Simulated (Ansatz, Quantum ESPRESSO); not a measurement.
# Evanescent states of ZnS, zinc blende type, lattice constant set to 5.45 Å, part 3 of 3

How good a tunnel barrier is ZnS, zinc blende type, lattice constant set to 5.45 Å?

Quantum ESPRESSO 7.5; plane-wave DFT, PBE, GBRV ultrasoft pseudopotentials; cross-check by Ansatz 0.2.0 with PAW datasets.

So far. Step 2 (Ground state): The run needed 9 iterations to bring the estimated error under 1e-09 Ry.

### Step 4. Complex band structure, with nz1 = 3

Level of this step: complex band structure by pwcond; plane-wave DFT, PBE, GBRV ultrasoft pseudopotentials (Quantum ESPRESSO).

A sensitivity test on the input.

Input file cbs.w.in:

```
&inputcond
  outdir = './out'
  prefixl = 'scf'
  band_file = 'cbs.w'
  ikind = 0
  ewind = 4.0
  epsproj = 1e-05
  nz1 = 3
  energy0 = 4.48
  denergy = -0.16
/
4
  0.00000000 0.00000000 1.00000000
  0.50000000 0.00000000 1.00000000
  0.50000000 0.50000000 1.00000000
  0.25000000 0.00000000 1.00000000
41
```

On the command line:

```
$ OMP_NUM_THREADS=1 mpirun -n 2 pwcond.x -in cbs.w.in > cbs.w.out
```

Numbers of over 12 decimals in the logs are rounded to 6 here.

Log:

```text
[banner, memory and clock lines left out]
Program PWCOND v.7.5 starts
[citation notice left out]

[...]
./out/scf.save/

     IMPORTANT: XC functional enforced from input :
     Exchange-correlation= PBE
                           (   1   4   3   4   0   0   0)
     Any further DFT definition will be discarded
     Please, verify this is what you really want

     Reading collected, re-writing distributed wavefunctions

===== INPUT FILE containing the left lead =====

     GEOMETRY:

     lattice parameter (alat)  =       7.2825  a.u.
     the volume                =     546.2056 (a.u.)^3
     the cross section         =      53.0348 (a.u.)^2
     l of the unit cell        =       1.4142 (alat)
     number of atoms/cell      =            4
     number of atomic types    =            2

     crystal axes: (cart. coord. in units of alat)
               a(1) = (  1.0000  0.0000  0.0000 )
               a(2) = (  0.0000  1.0000  0.0000 )
               a(3) = (  0.0000  0.0000  1.4142 )

   Cartesian axes

     site n.     atom                  positions (alat units)
          1        Zn     tau(  1)=(  0.0000  0.0000  1.4142  )
          2        S      tau(  2)=(  0.5000  0.0000  0.3536  )
          3        Zn     tau(  3)=(  0.5000  0.5000  0.7071  )
          4        S      tau(  4)=(  0.0000  0.5000  1.0607  )

     nr1s                      =           30
     nr2s                      =           30
     nr3s                      =           45
     nr1sx                     =           30
     nr2sx                     =           30
     nr3sx                     =           45
     nr1                       =           36
     nr2                       =           36
     nr3                       =           48
     nr1x                      =           36
     nr2x                      =           36
     nr3x                      =           48

 _______________________________
  Radii of nonlocal spheres:

     type       ibeta     ang. mom.          radius (alat units)
       Zn         1         0                    0.2499
       Zn         2         0                    0.2499
       Zn         3         1                    0.2499
       Zn         4         1                    0.2499
       Zn         5         2                    0.2499
       Zn         6         2                    0.2499
       S          1         0                    0.2071
       S          2         0                    0.2071
       S          3         1                    0.2071
       S          4         1                    0.2071
       S          5         2                    0.2071
       S          6         2                    0.2071
----- General information -----

----- Complex band structure calculation -----

     nrx                       =           30
     nry                       =           30
     nz1                       =            3

     energy0               =         4.5E+00
     denergy               =        -1.6E-01
     nenergy               =         41
     ecut2d                =         4.0E+01
     ewind                 =         4.0E+00
     epsproj               =         1.0E-05

     number of k_|| points=    4
                       cryst. coord.
        k(    1) = (   0.0000000   0.0000000), wk =   0.2500000
        k(    2) = (   0.5000000   0.0000000), wk =   0.2500000
        k(    3) = (   0.5000000   0.5000000), wk =   0.2500000
        k(    4) = (   0.2500000   0.0000000), wk =   0.2500000
----- Information about left lead -----

     nocros                   =           18
     noins                    =           54
     norb                     =           90
     norbf                    =           90
     nrz                      =           45

      iorb      type   ibeta   ang. mom.   m       position (alat)
        1        1       1        0        1   taunew(   1)=(  0.0000  0.0000  0.0000)
        2        1       2        0        1   taunew(   2)=(  0.0000  0.0000  0.0000)
[...]
90        1       6        2        5   taunew(  90)=(  0.0000  0.0000  1.4142)
 ngper, shell number =          177          27
 ngper, n2d =          177         136
---  E-Ef =    4.4800000  k =    0.0000000   0.0000000
---  ie =          1  ik =          1
 Nchannels of the left tip =            1
 Right moving states:
   k1(2pi/a)   k2(2pi/a)   E-Ef (eV)
   0.3703512   0.0000000   4.4800000
 Left moving states:
   k1(2pi/a)   k2(2pi/a)   E-Ef (eV)
  -0.3703512  -0.0000000   4.4800000

---  E-Ef =    4.3200000  k =    0.0000000   0.0000000
---  ie =          2  ik =          1
 Nchannels of the left tip =            3
 Right moving states:
   k1(2pi/a)   k2(2pi/a)   E-Ef (eV)
   0.2572466  -0.0000000   4.3200000
   0.4376051   0.0000000   4.3200000
   0.4635320   0.0000000   4.3200000
 Left moving states:
   k1(2pi/a)   k2(2pi/a)   E-Ef (eV)
  -0.2572466  -0.0000000   4.3200000
  -0.4376051  -0.0000000   4.3200000
  -0.4635320  -0.0000000   4.3200000
[... further energies and points left out ...]
---  E-Ef =   -1.7600000  k =    0.2500000   0.0000000
---  ie =         40  ik =          4
 Nchannels of the left tip =            1
 Right moving states:
   k1(2pi/a)   k2(2pi/a)   E-Ef (eV)
   0.3631435  -0.0000000  -1.7600000
 Left moving states:
   k1(2pi/a)   k2(2pi/a)   E-Ef (eV)
  -0.3631435   0.0000000  -1.7600000

---  E-Ef =   -1.9200000  k =    0.2500000   0.0000000
---  ie =         41  ik =          4
 Nchannels of the left tip =            1
 Right moving states:
   k1(2pi/a)   k2(2pi/a)   E-Ef (eV)
   0.3311409  -0.0000000  -1.9200000
 Left moving states:
   k1(2pi/a)   k2(2pi/a)   E-Ef (eV)
  -0.3311409   0.0000000  -1.9200000

[...]
```

The job ended after 2.9 min (2 MPI ranks of Arm Neoverse V2, shared host; peak memory 0.14 GiB).

The changed values were drawn from a wide range, not chosen for quality; the comparison shows what they did here together.

Beside the run it was changed from:

| quantity | this run | unchanged run | difference |
| --- | --- | --- | --- |
| peak of the smallest κ at the zone centre (Å⁻¹) | 0.15 | 0.15 | 0 |
| peak of the smallest κ at (1/2, 0) (Å⁻¹) | 0.296 | 0.296 | 0 |
| wall time (s) | 175 | 195 |  |

The physical values in this table stay within 0.05 %.

### Step 5. Cross-check with Ansatz

A second code with its own PAW datasets, on the same atoms.

Level of this step: plane-wave DFT, PBE, Ansatz PAW (Ansatz 0.2.0).

Input file input.yaml:

```yaml
crystal:
  lattice:
    - [3.8537319575, 0.0, 0.0]
    - [0.0, 3.8537319575, 0.0]
    - [0.0, 0.0, 5.45]
  atoms:
    - { symbol: Zn, position: [0.0, 0.0, 0.0] }
    - { symbol: S, position: [0.5, 0.0, 0.25] }
    - { symbol: Zn, position: [0.5, 0.5, 0.5] }
    - { symbol: S, position: [0.0, 0.5, 0.75] }
kpoints:
  mp_grid: { grid: [6, 6, 6] }
hamiltonian:
  xc: pbe
scf:
  occupations: { method: fixed }
  convergence: { dr2_threshold: 1.0e-09 }
output:
  transmission:
    leads: [[0, 0]]
    kpoints: [[0, 0], [0.5, 0], [0.5, 0.5], [0.25, 0]]
    e_range: [-1.92, 4.48]
    de: 0.16
```

On the command line:

```
$ ansatz run input.yaml --threads 2 --pin off --max-ram 4096MiB --backend cpu --events-out ev --progress --plain --runs-dir out
```

Log:

```text
Engine: ansatz 0.2.0, aarch64-unknown-linux-gnu
Pseudopotentials: kind: paw
Pseudopotential: Zn, paw, valence charge 12, recommended cutoff 420 eV (normal), Zn.paw.azcp
Pseudopotential: S, paw, valence charge 6, recommended cutoff 420 eV (normal), S.paw.azcp
Functional definition: PBE
  parameter kappa = 0.804
  parameter beta = 0.066725
  exchange = pbe_x(kappa = kappa, mu = beta*pi^2/3)
  correlation = pbe_c(beta = beta)
Crystal: 4 atoms, lattice volume = 80.939 Å³
Basis set: ecut = 420 eV, 1539 PW (Γ)
Bands: 22, of which v1, the nominal top of the filled ones, is band 18 counted from 1 (17 counted from 0)
Symmetry: 16 space group operations
Space group: F-43m (ITA 216), of the structure as read, at distance tolerance 4.3e-5 Å
k-points: 40 of 216 (time reversal used)
Non-local potential: Zn, projectors of the file, l = 0: 2, l = 1: 2, l = 2: 3, l = 3: 1
Non-local potential: S, projectors of the file, l = 0: 2, l = 1: 2, l = 2: 2
PAW form: soft (Blöchl's): semilocal exchange-correlation on the pseudo side does not see the compensation charge
PAW one-centre angular grid: Zn, 590 points (default); XC on 64 Gauss nodes
PAW one-centre angular grid: S, 110 points (default); XC on 64 Gauss nodes
Initial density: superposition of atomic densities (neutral atoms: chi_scale 0, normalization atom), corrected by the library's trained network
Initial wavefunctions: pseudopotential atomic-orbital guess
Functional: x = pbe(κ = 0.804, μ = 0.219515), c = pbe(β = 0.066725)
SCF iter   1: F=—  HF=-8445.466330 eV  |F-HF|=—  |Δ(HF+E_count)|=         —  Δρ=6.19e-4  dr2=4.34e-4  ethr=1.77e-3  ⟨swp⟩=5.0  Hψ=3740  notcnv=0  defer=65
preconditioner: auto → Resta (q_TF=auto, 2.384 Å⁻¹)  ε∞=6.5  [insulator: Δε(μ)=1.993 eV  Ē_g=10.513 eV  n_scr=20 (ndim 8)  ℏωp=24.8 eV  f_vac=0.032  ε∞_Penn≈6.5]
SCF iter   2: F=—  HF=-8445.466677 eV  |F-HF|=—  |Δ(HF+E_count)|=   3.47e-4  Δρ=4.84e-4  dr2=1.82e-4  ethr=1.21e-6  ⟨swp⟩=2.9  Hψ=2194  notcnv=0  defer=79
SCF iter   3: F=—  HF=-8445.466752 eV  |F-HF|=—  |Δ(HF+E_count)|=   7.49e-5  Δρ=3.55e-4  dr2=5.04e-5  ethr=5.04e-7  ⟨swp⟩=2.0  Hψ=1638  notcnv=0  defer=79
SCF iter   4: F=—  HF=-8445.466718 eV  |F-HF|=—  |Δ(HF+E_count)|=   3.43e-5  Δρ=9.01e-5  dr2=5.42e-6  ethr=1.40e-7  ⟨swp⟩=2.0  Hψ=1520  notcnv=0  defer=1
SCF iter   5: F=—  HF=-8445.466719 eV  |F-HF|=—  |Δ(HF+E_count)|=   1.07e-6  Δρ=3.12e-5  dr2=8.45e-7  ethr=1.51e-8  ⟨swp⟩=2.2  Hψ=1472  notcnv=0
SCF iter   6: F=—  HF=-8445.466719 eV  |F-HF|=—  |Δ(HF+E_count)|=   4.89e-7  Δρ=1.00e-5  dr2=8.02e-8  ethr=2.35e-9  ⟨swp⟩=2.0  Hψ=1600  notcnv=0
SCF iter   7: F=—  HF=-8445.466719 eV  |F-HF|=—  |Δ(HF+E_count)|=   1.23e-7  Δρ=2.30e-6  dr2=4.43e-9  ethr=2.23e-10  ⟨swp⟩=2.1  Hψ=1567  notcnv=0
SCF iter   8: F=-8445.466719 eV  HF=-8445.466719 eV  |F-HF|=4.00e-11  |Δ(HF+E_count)|=   4.03e-9  Δρ=4.26e-7  dr2=1.16e-10  ethr=2.78e-12  ⟨swp⟩=4.4  Hψ=3180  notcnv=0
SCF 1 converged in 8 iterations: F = -8445.466719 eV  dr2 = 1.16e-10
  greatest PAW one-centre occupation: 0.983 electrons in one spin orbital (limit 2), on the Zn atom at site 2 (counted from 0), in its partial waves of l = 2
transmission: 7 of 28 steps passed
transmission: 14 of 28 steps passed
transmission: 21 of 28 steps passed
transmission: 28 of 28 steps passed
SCF converged after 8 iterations
Free energy (F): -8445.466719 eV
Harris-Foulkes:  -8445.466719 eV  (|F-HF|=4.00e-11)
Internal energy: -8445.466719 eV  (E = F + TS)
E sigma→0 (E₀):  -8445.466719 eV
Fermi energy:    5.461568 eV
--- Per-component energies (eV) ---
  E_band       = 1.492904
  E_kinetic    = 475.427097
  E_local      = -4114.970010  (includes V_loc(G=0)·N_el)
  E_nonlocal   = 1285.878218
  E_hartree    = 1719.514481
  E_xc         = -468.120626
  E_vxc        = -278.193459  (∫ρ·V_xc dr)
  E_paw        = -4857.594539  (= ΣΔE_a)
  E_vpaw       = -805.677280  (= ΣTr[D̂ρ^β])
  E_aug_tail   = -0.000716  (compensation charges beyond the density's cutoff)
  E_ewald      = -2485.600625
  E_smearing   = -0.000000  (= −TS)
  E_closure    = -0.000000  (closes the sum)
  Σ components = -8445.466719   (vs F -8445.466719, Δ=0.00e0)
--- Band table (eV; the first three rows and the last of 40) ---
  k-point 0: bands = [... 14 lower, 3.3319, 5.4613, 5.4616, 5.4616, 7.4610, 8.9207, 9.5281, 11.8478]
  k-point 1: bands = [... 14 lower, 3.4524, 4.8802, 5.2769, 5.2769, 8.1022, 9.0524, 9.6435, 11.4979]
  k-point 2: bands = [... 14 lower, 3.7894, 3.8983, 4.8221, 4.8221, 9.1664, 9.4322, 9.8993, 10.7653]
  k-point 39: bands = [... 14 lower, 2.8344, 2.8344, 2.8456, 2.8456, 11.1577, 11.1577, 11.3707, 11.3707]
--- Transmission ---
  basis      : 137 plane waves across, 7 finite elements along
  points     : 4, as listed
  energies   : 41 from -1.920000 to 4.480000 eV about the Fermi level, 0.160000 eV apart; the leads are filled to 0.999713 eV, and channels, transmission and decay are at 0.960000 eV
  crystal 0  : S2Zn2, at the sites [0, 0], period 5.4500 Å: whole cells are its period
    offset         : up to 0.0000 Å between an atom of the period and one for which it stands
    channels       : 0.000000e0 a spin
    conductance    : none, the energies end too early or step too widely for 300 K: set another output.transmission.e_range or a lower de, or, where they end at an eighth of basis.ecutwfc, a higher one
    slowest decay  : 0.1499 /Å at (0.0000, 0.0000)
```

Elapsed: 13 s, on 2 threads; peak memory 0.45 GiB.

Numbers from this step:

| Property | Result |
| --- | --- |
| free energy | -8445.4667 eV |
| gap by band count | 1.999 eV |
| symmetry operations | 16 |
| slowest decay at the grid energy nearest mid-gap | 0.1499 Å⁻¹ |
| peak of the smallest κ at the zone centre | 0.1499 Å⁻¹ |
| peak of the smallest κ at (1/4, 0) | 0.3029 Å⁻¹ |
| valence top, on the run's zero | 5.462 eV |

K across = (0, 0) in the cell's reciprocal vectors; values within 0.0025 1/Å of each other count once, columns are sorted by size at each energy, a dash where no further value was kept. Table of Im kz of the slowest decaying states by energy, zero at the highest filled level of the SCF mesh:

| energy (eV) | decay 1 (Å⁻¹) | decay 2 (Å⁻¹) | decay 3 (Å⁻¹) |
| --- | --- | --- | --- |
| -1.92 | 1.26 | - | - |
| -1.76 | 1.25 | - | - |
| -1.44 | 1.23 | - | - |
| -1.28 | 1.21 | - | - |
| -0.96 | 1.17 | - | - |
| -0.80 | 1.14 | - | - |
| -0.64 | 1.12 | - | - |
| -0.32 | 1.07 | - | - |
| -0.16 | 1.04 | - | - |
| 0.00 | 0.00526 | 0.00796 | 0.985 |
| 0.32 | 0.112 | 0.235 | 0.907 |
| 0.48 | 0.130 | 0.281 | 0.875 |
| 0.80 | 0.148 | 0.347 | 0.817 |
| 0.96 | 0.150 | 0.372 | 0.789 |
| 1.12 | 0.148 | 0.392 | 0.761 |
| 1.44 | 0.133 | 0.425 | 0.706 |
| 1.60 | 0.119 | 0.438 | 0.678 |
| 1.76 | 0.0961 | 0.448 | 0.650 |
| 2.08 | 0.465 | 0.589 | 0.733 |
| 2.24 | 0.471 | 0.556 | 0.702 |
| 2.56 | 0.478 | 0.482 | 0.635 |
| 2.72 | 0.440 | 0.480 | 0.599 |
| 2.88 | 0.392 | 0.481 | 0.562 |
| 3.20 | 0.265 | 0.479 | 0.482 |
| 3.36 | 0.165 | 0.437 | 0.476 |
| 3.52 | 0.387 | 0.473 | 1.29 |
| 3.84 | 0.255 | 0.462 | 1.26 |
| 4.00 | 0.141 | 0.455 | 1.25 |
| 4.32 | 0.437 | 1.23 | - |
| 4.48 | 0.0128 | 0.426 | 1.22 |

K across = (0, 0) in the cell's reciprocal vectors. The Re kz of states that move upwards by energy, zero at the highest filled level of the SCF mesh:

| energy (eV) | channel 1 (Å⁻¹) | channel 2 (Å⁻¹) | channel 3 (Å⁻¹) |
| --- | --- | --- | --- |
| -1.92 | -0.453 | 0.255 | 0.255 |
| -1.76 | -0.422 | 0.343 | 0.343 |
| -1.60 | -0.391 | 0.416 | 0.416 |
| -1.44 | -0.361 | 0.481 | 0.481 |
| -1.28 | -0.330 | 0.541 | 0.541 |
| -1.12 | -0.554 | -0.554 | -0.299 |
| -0.96 | -0.498 | -0.498 | -0.268 |
| -0.64 | -0.384 | -0.384 | -0.204 |
| -0.48 | -0.324 | -0.324 | -0.170 |
| -0.32 | -0.258 | -0.258 | -0.134 |
| -0.16 | -0.178 | -0.178 | -0.0908 |
| 0.00 | - | - | - |
| 0.16 | - | - | - |
| 0.32 | - | - | - |
| 0.48 | - | - | - |
| 0.64 | - | - | - |
| 0.80 | - | - | - |
| 0.96 | - | - | - |
| 1.12 | - | - | - |
| 1.44 | - | - | - |
| 1.60 | - | - | - |
| 1.76 | - | - | - |
| 1.92 | - | - | - |
| 2.08 | 0.0605 | - | - |
| 2.24 | 0.108 | - | - |
| 2.40 | 0.145 | - | - |
| 2.56 | 0.177 | - | - |
| 2.72 | 0.207 | - | - |
| 2.88 | 0.236 | - | - |
| 3.04 | 0.264 | - | - |
| 3.20 | 0.292 | - | - |
| 3.52 | 0.130 | 0.350 | - |
| 3.68 | 0.250 | 0.380 | - |
| 3.84 | 0.330 | 0.411 | - |
| 4.00 | 0.396 | 0.445 | - |
| 4.16 | 0.172 | 0.453 | 0.484 |
| 4.32 | 0.297 | 0.506 | 0.532 |
| 4.48 | 0.426 | - | - |

K across = (1/2, 0) in the cell's reciprocal vectors; values within 0.0025 1/Å of each other count once, columns are sorted by size at each energy, a dash where no further value was kept. Im kz of the slowest decaying states against energy, zero at the highest filled level of the SCF mesh:

| energy (eV) | decay 1 (Å⁻¹) | decay 2 (Å⁻¹) | decay 3 (Å⁻¹) |
| --- | --- | --- | --- |
| -1.92 | 0.980 | - | - |
| -1.60 | 0.883 | - | - |
| -1.28 | 0.751 | - | - |
| -0.96 | 0.473 | 1.46 | - |
| -0.64 | 0.128 | 0.561 | 1.37 |
| -0.32 | 0.200 | 0.704 | 1.30 |
| -0.16 | 0.223 | 0.739 | 1.27 |
| 0.00 | 0.241 | 0.763 | 1.24 |
| 0.16 | 0.256 | 0.781 | 1.22 |
| 0.48 | 0.278 | 0.804 | 1.17 |
| 0.80 | 0.291 | 0.815 | 1.12 |
| 1.12 | 0.296 | 0.818 | 1.07 |
| 1.44 | 0.294 | 0.816 | 1.02 |
| 1.76 | 0.285 | 0.810 | 0.979 |
| 2.08 | 0.268 | 0.800 | 0.935 |
| 2.40 | 0.242 | 0.786 | 0.890 |
| 2.72 | 0.201 | 0.770 | 0.846 |
| 2.88 | 0.172 | 0.761 | 0.823 |
| 3.20 | 0.0688 | 0.740 | 0.777 |
| 3.52 | 0.717 | 0.730 | - |
| 3.84 | 0.680 | 0.691 | - |
| 4.16 | 0.628 | 0.662 | - |
| 4.48 | 0.570 | 0.630 | - |

K across = (1/2, 1/2) in the cell's reciprocal vectors; values within 0.0025 1/Å of each other count once, columns are sorted by size at each energy, a dash where no further value was kept. The Im kz of the slowest decaying states by energy, zero at the highest filled level of the SCF mesh:

| energy (eV) | decay 1 (Å⁻¹) | decay 2 (Å⁻¹) |
| --- | --- | --- |
| -1.92 | 0.210 | 0.215 |
| -1.60 | 0.303 | 0.310 |
| -1.28 | 0.352 | 0.363 |
| -0.96 | 0.382 | 0.396 |
| -0.64 | 0.400 | 0.418 |
| -0.32 | 0.410 | 0.431 |
| -0.16 | 0.412 | 0.436 |
| 0.00 | 0.413 | 0.439 |
| 0.16 | 0.413 | 0.441 |
| 0.48 | 0.409 | 0.441 |
| 0.80 | 0.400 | 0.438 |
| 1.12 | 0.387 | 0.430 |
| 1.44 | 0.370 | 0.419 |
| 1.76 | 0.348 | 0.404 |
| 2.08 | 0.321 | 0.385 |
| 2.40 | 0.287 | 0.362 |
| 2.72 | 0.245 | 0.333 |
| 2.88 | 0.219 | 0.316 |
| 3.20 | 0.149 | 0.276 |
| 3.52 | 0.224 | - |
| 3.84 | 0.148 | - |
| 4.16 | - | - |
| 4.48 | - | - |

K across = (1/4, 0) in the cell's reciprocal vectors; values within 0.0025 1/Å of each other count once, columns are sorted by size at each energy, a dash where no further value was kept. Im kz of the slowest decaying states against energy, zero at the highest filled level of the SCF mesh:

| energy (eV) | decay 1 (Å⁻¹) | decay 2 (Å⁻¹) | decay 3 (Å⁻¹) |
| --- | --- | --- | --- |
| -1.92 | 0.0456 | 0.268 | 1.44 |
| -1.76 | 0.0976 | 0.105 | 1.45 |
| -1.60 | 0.121 | 1.46 | 1.48 |
| -1.44 | 0.131 | 1.46 | 1.47 |
| -1.28 | 0.132 | 1.45 | 1.48 |
| -1.12 | 0.121 | 1.35 | 1.43 |
| -0.96 | 0.0938 | 1.28 | 1.42 |
| -0.64 | 1.18 | 1.39 | - |
| -0.48 | 1.14 | 1.37 | 1.49 |
| -0.32 | 0.114 | 1.11 | 1.35 |
| -0.16 | 0.101 | 0.166 | 1.08 |
| 0.00 | 0.200 | 0.236 | 1.05 |
| 0.16 | 0.226 | 0.311 | 1.02 |
| 0.32 | 0.246 | 0.367 | 0.989 |
| 0.48 | 0.262 | 0.412 | 0.962 |
| 0.64 | 0.275 | 0.450 | 0.935 |
| 0.80 | 0.285 | 0.482 | 0.910 |
| 0.96 | 0.292 | 0.511 | 0.884 |
| 1.12 | 0.298 | 0.535 | 0.859 |
| 1.44 | 0.303 | 0.578 | 0.808 |
| 1.60 | 0.303 | 0.596 | 0.783 |
| 1.76 | 0.300 | 0.613 | 0.757 |
| 1.92 | 0.296 | 0.629 | 0.731 |
| 2.08 | 0.290 | 0.644 | 0.705 |
| 2.24 | 0.282 | 0.658 | 0.678 |
| 2.40 | 0.271 | 0.651 | 0.672 |
| 2.56 | 0.257 | 0.622 | 0.686 |
| 2.72 | 0.240 | 0.592 | 0.701 |
| 2.88 | 0.217 | 0.561 | 0.717 |
| 3.04 | 0.188 | 0.528 | 0.738 |
| 3.20 | 0.146 | 0.493 | 0.774 |
| 3.52 | 0.411 | 0.785 | 1.00 |
| 3.68 | 0.0989 | 0.361 | 0.774 |
| 3.84 | 0.155 | 0.300 | 0.762 |
| 4.00 | 0.184 | 0.214 | 0.750 |
| 4.16 | 0.202 | 0.736 | 0.885 |
| 4.32 | 0.213 | 0.722 | 0.853 |
| 4.48 | 0.129 | 0.219 | 0.708 |

### Step 6. A check by hand

T falls as exp(−2κd). With κ = 0.150 1/Å, 10 Å of barrier pass exp(−2 × 0.150 × 10) = 0.050 of that channel, interfaces aside.

### Step 7. What came out

```
gap on the SCF mesh                                                  : 1.99 eV
smallest κ at mid-gap among the four k points, at the zone centre    : 0.150 Å⁻¹
peak of the smallest κ in the stop band at the zone centre           : 0.150 Å⁻¹
peak of the smallest κ in the stop band at (1/2, 0)                  : 0.296 Å⁻¹
peak of the smallest κ in the stop band at (1/4, 0)                  : 0.303 Å⁻¹
energy of the peak at the zone centre, over the highest filled level : 0.96 eV
peak at the zone centre by Ansatz                                    : 0.150 Å⁻¹
```

With a gap of 1.99 eV on the mesh, the smallest κ at mid-gap among the four k points, at the zone centre is 0.150 Å⁻¹ (PBE, GBRV ultrasoft). For a barrier with the Fermi level at mid-gap the slowest state found, at the zone centre, loses a factor of ten in probability every 7.7 Å or so. Stop bands away from the zone centre are mostly wider than the gap, so their peaks can lie above the conduction bottom. At the zone centre pwcond's peak is 0.150 and Ansatz's 0.150 1/Å, 0 % apart. The cell is the a/√2 one, turned by 45°, with two primitive cells, so X along [001] folds onto kz = 0. A semilocal gap is too small, often by a third to a half and by more in narrow-gap crystals, so real barriers decay faster.

[Logs are printed without paths, hosts, clocks, repeated set-up lines and the standing remarks that a program may print on its own settings, such as how far it seeks lower states.]

[Hosts, paths, dates, database ids (printed as entryN), source tags and the programs' standing remarks are cut or masked in the printed files.]

[Maps of the electrostatic potential energy from Ansatz leave out the sawtooth potential of an applied field or a dipole correction, so their vacuum need not be flat; planar profiles and work functions include it.]
